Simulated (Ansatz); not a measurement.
# Lattice dynamics of Ba (P4/mmm, 1 atom in the cell), part 2 of 2

How does Ba (P4/mmm, 1 atom in the cell) vibrate, and is this structure a minimum?

Ansatz 0.2.0; DFT LDA, scalar-relativistic, plane waves, norm-conserving pseudopotentials.

So far. Step 4 (Relaxing to small forces for the phonons): The forces vanish by symmetry and the pressure is 0.000 GPa, within the tolerances set. The cell now holds 50.85 Å³/atom. Within 0.01 Å the structure now has space group Pm-3m, not the P4/mmm of the start. The relaxed cell has a = 3.705 Å (conventional setting).

This is not the structure that Ba takes at ambient pressure and room temperature (bcc); it is a model or a phase of other conditions.

## 5. The dispersion

Stability and thermal properties need the whole zone. Linear response on a 4×4×4 q mesh gives force constants as far as a supercell of that size would.

Contents of input.yaml:

```yaml
crystal:
  lattice:
    - [3.7046682352, 0.0, 0.0]
    - [0.0, 3.7046682352, 0.0]
    - [0.0, 0.0, 3.7048958767]
  atoms:
    - { symbol: Ba, position: [0.5, 0.5, 0.5] }
kpoints:
  mp_grid: { grid: [12, 12, 12] }
hamiltonian:
  xc: lda
  pseudopotentials: { kind: nc }
scf:
  occupations: { method: methfessel_paxton, width: 0.15 }
output:
  eigenvalues: true
phonons:
  method: dfpt
  qmesh: [4, 4, 4]
  temperatures: { t_max: 1000, t_step: 50 }
  qpath:
    path:
      - [[0.0, 0.0, 0.0], [0.0, 0.49998976, 0.0], [0.49998976, 0.49998976, 0.0], [0.0, 0.0, 0.0], [0.49998976, 0.49998976, 0.50002048], [0.0, 0.49998976, 0.0]]
      - [[0.49998976, 0.49998976, 0.50002048], [0.49998976, 0.49998976, 0.0]]
    npoints: 10
```

On the command line:

```console
$ ansatz run input.yaml --threads 4 --pin off --max-ram 7168MiB --backend cpu --events-out ev --progress --plain --runs-dir out
```

Output:

```text
[...]
Crystal: 1 atoms, lattice volume = 50.848 Å³
Basis set: ecut = 770 eV, 2517 PW (Γ), exchange–correlation on 72×72×72 points (8 copies of the dense FFT grid, shifted against one another)
Bands: 9, of which v1, the nominal top of the filled ones, is band 5 counted from 1 (4 counted from 0)
Symmetry: 16 space group operations
k-points: 196 of 1728
[...]
SCF iter   1: F=—  HF=-763.768661 eV  |F-HF|=—  |Δ(HF+E_count)|=         —  Δρ=9.48e-3  dr2=5.18e-2  ethr=3.10e-3  ⟨swp⟩=11.1  Hψ=23727  notcnv=0
[...]
SCF iter   9: F=-763.756341 eV  HF=-763.756341 eV  |F-HF|=3.41e-13  |Δ(HF+E_count)|=  1.48e-12  S|Δr|=    0.00e0  Δρ=3.05e-8  dr2=2.18e-13  ethr=1.00e-12  ⟨swp⟩=14.0  Hψ=17556  notcnv=0
SCF 1 converged in 9 iterations: F = -763.756341 eV  dr2 = 2.18e-13
NSCF: frozen V_eff on 196 k-points
WARN: eigensolver did not converge in 5 slots of this pass, the one above among them; of largest residual over every band (k=195): 1 band(s) unlocked (lowest unlocked band 8, counted from 0; max residual 4.11e-3 eV among the unlocked bands, 4.11e-3 eV over every band); of lowest unlocked band (k=0): band 8
[...]
DFPT response loops at q = (0, 0, 0) (fractional): preconditioner auto → Kerker (q_TF=auto, 2.081 Å⁻¹) (partly filled bands, converged f_vac=0.000); β = 1.00, the filter's whole step (`scf.mixing.beta` (0.50) is not read by the response loops under this deck's `scf.mixing.preconditioner`; to damp them name `kerker` or `kerker_dos`, under which they read `scf.mixing.beta`, and type it under 1.00, their step now; both keys bind the ground state too); Broyden in place of MSR1
[...]
SCF converged after 9 iterations
[...]
Free energy (F): -763.756341 eV
[...]
Internal energy: -763.759043 eV  (E = F + TS)
E sigma→0 (E₀):  -763.757017 eV
Entropy (-TS):   0.002701 eV (2.701 meV/atom)
Fermi energy:    7.275064 eV
[...]
--- Band table (eV; the first three rows and the last of 196) ---
[...]
--- Phonons (Γ-DFPT): 2 representative perturbations + reference (Σ response iterations 4) ---
  ASR residual: 1.319e-4 → 0.000e0 eV/Å²; symmetrization residual: 2.711e-20 eV/Å²
  ASR residual per site (eV/Å²): 1.32e-4
  Γ frequencies (cm⁻¹): 0.00 0.00 0.00
--- Phonons (arbitrary-q DFPT): 18 irreducible q on the 4×4×4 mesh ---
  q = [0.0000, 0.0000, 0.0000] (star 1, of the zone-centre solve; hermiticity 5.70e-33, symmetrization 4.11e-16): 0.00 0.00 0.00
  q = [0.0000, 0.0000, 0.2500] (star 2, 2 solved perturbations in 924 linear systems a pass and spin channel, the states on 588 of 1728 k-point pairs; hermiticity 8.16e-14, symmetrization 8.97e-15, the responses' own estimated error 1.5e-4 eV/Å²): -19.81 -19.81 57.86
[...]
q = [0.0000, 0.2500, 0.0000] (star 4, 3 solved perturbations on 588 of 1728 k-point pairs; hermiticity 6.57e-14, symmetrization 1.22e-14, the responses' own estimated error 1.5e-4 eV/Å²): -19.81 -19.81 57.86
[...]
sum rule: each row above includes the acoustic sum rule's correction from the zone centre's row sums; it moved no ω² by more than (0.51 cm⁻¹)²
  mesh force constants: q→R imaginary residual 0.00e0; ASR residual 1.319e-4 → 0.000e0 eV/Å²; symmetrization residual 3.331e-16 eV/Å²
  interpolated dispersion: 62 rows × 3 modes
  density of states and harmonic sums: on the 20×20×20 q-mesh, interpolated from the force constants of a 4×4×4 supercell (no non-analytic term)
  largest difference from the sums on the solved wave vectors: F 4.71e-2 eV, S 5.75e-5 and C_V 1.09e-5 eV/K
  zero-point energy: 0.006139 eV/cell   skipped modes (ω ≤ 0): 627, of them read as no rigid motion or as one in doubt: 624 (8.171e-1 modes/cell left out, lowest -48.00 cm⁻¹)   left out of the sums: 2.72e-1 of the cell's modes: C_V's classical limit lies that fraction below 3 k_B per atom; for a crystal, a wire or a layer, F and S can be off by more, and a phonons.interpolated_qmesh denser along its periods is the remedy for the sampling
```

Elapsed: 4.8 min, on 4 threads of Arm Neoverse V2, shared host; peak memory 3.6 GiB.

Reading the cycles: dr2 is the Hartree energy of the density residual (eV), the measure of convergence; HF is the Harris–Foulkes estimate of the energy, which meets the free energy F at convergence.

Numbers from this step:

* sum-rule residual before enforcement: 1.32e-4 eV/Å²
* lowest frequency on the path: -48.00 cm⁻¹
* highest frequency on the path or at a solved wavevector: 76.6 cm⁻¹
* lowest mode on the q mesh (acoustic modes at Γ apart): -48 cm⁻¹

Frequencies (cm⁻¹) solved at each irreducible wavevector; negative means imaginary. Frequencies by wavevector, by row:

```csv
q in reciprocal lattice units,star,mode 1,mode 2,mode 3
0 0 0,1,0,0,0
0 0 0.25,2,-19.8,-19.8,57.9
0 0 -0.5,1,-30.1,-30.1,76.6
0 0.25 0,4,-19.8,-19.8,57.9
0 0.25 0.25,8,-30.1,51.3,52.2
0 0.25 -0.5,4,-41.7,43,70.7
0 -0.5 0,2,-30.1,-30.1,76.6
0 -0.5 0.25,4,-41.7,43,70.7
0 -0.5 -0.5,2,-48,67,67
0.25 0.25 0,4,-30.1,51.3,52.2
0.25 0.25 0.25,8,38.2,43.4,43.4
0.25 0.25 -0.5,4,-7,34.9,58.5
0.25 -0.5 0,4,-41.7,43,70.7
0.25 -0.5 0.25,8,-7,34.9,58.5
0.25 -0.5 -0.5,4,6.1,47.1,47.1
-0.5 -0.5 0,1,-48,67,67
-0.5 -0.5 0.25,2,6,47.1,47.1
-0.5 -0.5 -0.5,1,22.8,22.9,22.9
```

Interpolated from a 4×4×4 q mesh. The phonon branches at the labelled points (cm⁻¹):

```
    point  branch 1  branch 2  branch 3
        Γ         0         0         0
  halfway       -20       -20        58
        X       -30       -30        77
  halfway       -42        43        71
        M       -48        67        67
  halfway       -30        51        52
        Γ         0         0         0
  halfway        38        43        43
        R        23        23        23
  halfway        -7        35        58
        X       -30       -30        77
jump to R        23        23        23
  halfway         6        47        47
        M       -48        67        67
```

The phonon branches as a text plot (rows in cm⁻¹):

```
     74 |      *****                                   ***
     69 |     *     ****                              *
     64 |    *        * ***                          *         **
     58 |   *        *    ***                       *         *
     53 |           *        *
     48 |                                          *         *
     43 |                     *         ****      *         *
     38 |  *                   *       **         **
     32 |          *                 **  ** *    *  *      *
     27 | *                     *          ***  *    *
     22 |                           *        ******       ***
     17 |         *                                *
     12 |*                       * *                  *
      7 |                                                    *
      1 |                         *
     -4 |*                       *
     -9 | *                     *                   *
    -14 |  *                   *
    -19 |   *                                        * *
    -25 |    **               *                       *
    -30 |      ***           *                         ***
    -35 |         *        **                                 *
    -40 |          *      *                                    *
    -45 |           ******                                      *
         Γ      X      M          Γ            R        X|R     M
```

The phonon density of states has structure finer than the step of the table below, so its rows give means over 5 cm⁻¹, whole bins alone (the curve runs from -48.5 to 76.5 cm⁻¹). Peaks (cm⁻¹: height): -29.5: 0.0314, 23.5: 0.0379, 65.5: 0.0493.

Tetrahedra on a 20×20×20 mesh, mean over bins of 1 cm-1. Interpolated from a 4×4×4 q mesh. Phonon density of states against wavenumber; means over each step:

```
wavenumber (cm⁻¹)  phonon density of states (1/cm⁻¹/cell)
              -45                                  0.0105
              -40                                  0.0173
              -35                                  0.0220
              -30                                  0.0292
              -25                                  0.0262
              -20                                  0.0202
              -15                                  0.0143
              -10                                  0.0110
               -5                                 0.00991
                0                                 0.00940
                5                                 0.00957
               10                                  0.0112
               15                                  0.0130
               20                                  0.0189
               25                                  0.0253
               30                                  0.0216
               35                                  0.0291
               40                                  0.0428
               45                                  0.0417
               50                                  0.0420
               55                                  0.0435
               60                                  0.0460
               65                                  0.0478
               70                                  0.0278
```

Second derivatives of the energy by pair, one row for each kind of neighbour of each atom listed. Each entry sums the pair over the periodic images of the supercell that the q mesh stands for, and in a polar crystal it holds the long-range dipole part too. Force constants by pair, by row:

```csv
atom,neighbour,distance (Å),third of the trace (eV/Å²),along the pair's line (eV/Å²)
Ba1,itself,0,0.7564,–
Ba1,Ba,3.705,-0.0326,-0.5856
Ba1,Ba,5.239,-0.0407,-0.0192
Ba1,Ba,6.417,0.0166,-0.0264
Ba1,Ba,7.409,-0.0257,-0.099
Ba1,Ba,7.41,-0.0256,-0.099
```

Symmetry leaves 18 wavevectors to solve. The lowest mode among them, the acoustic zeros apart, lies at q = (-0.5, -0.5, 0) and is imaginary, 48.0i cm⁻¹, so the energy falls along it.

## 6. Another isotope

An isotope changes the mass and not the force constants, so no new electronic calculation is needed; the shifts show which modes move this element.

The same force constants with the mass of Ba changed from 137.327 to 133.905 u (phonopy, no LO-TO term). Both lists are sorted by frequency. Modes under 3 cm⁻¹ are left out. Isotope shifts, by row:

```
       q  rank  natural mass (cm⁻¹)  changed mass (cm⁻¹)
0 0 0.25     1               -19.81               -20.06
0 0 0.25     2               -19.81               -20.06
0 0 0.25     3                57.86                58.59
0 0 -0.5     1               -30.15               -30.53
0 0 -0.5     2               -30.15               -30.53
0 0 -0.5     3                76.56                77.53
0 0.25 0     1               -19.81               -20.06
0 0.25 0     2               -19.81               -20.06
0 0.25 0     3                57.86                 58.6
```

With one element every mode shifts by +1.27 %.

## 7. What came out

| Property | Result |
| --- | --- |
| space group after relaxation (within 0.01 Å) | Pm-3m |
| volume per atom | 50.8 Å³ |
| electronic character | no gap on this mesh |
| lowest mode on the q mesh (acoustic modes at Γ apart) | -48.0 cm⁻¹ |
| highest frequency on the path or at a solved wavevector | 76.6 cm⁻¹ |
| imaginary modes on the 4×4×4 q mesh | yes |

What this shows: Modes are clearly imaginary (beyond 10i cm⁻¹) at 11 of the 18 irreducible wavevectors, most at q = (-0.5, -0.5, 0) (48.0i cm⁻¹), so this structure is not a minimum of the energy. The relaxed cell left the space group of the starting entry, even within 0.1 Å, so it may not be the phase that the entry, or a measurement on it, describes. With no gap, or one that is small against the smearing, the frequencies hang on the k mesh and the smearing, most of all near Kohn anomalies. Spin-orbit coupling is left out, which can matter for the heavy elements here. A phonon run warned that its eigensolver left some bands unconverged in a pass. These are harmonic frequencies at zero temperature: anharmonic shifts, linewidths and thermal expansion are left out.

[Logs are printed without paths, hosts, clocks, repeated set-up lines and the standing remarks that a program may print on its own settings, such as how far it seeks lower states.]

[Hosts, paths, dates, database ids (printed as entryN), source tags and the programs' standing remarks are cut or masked in the printed files.]
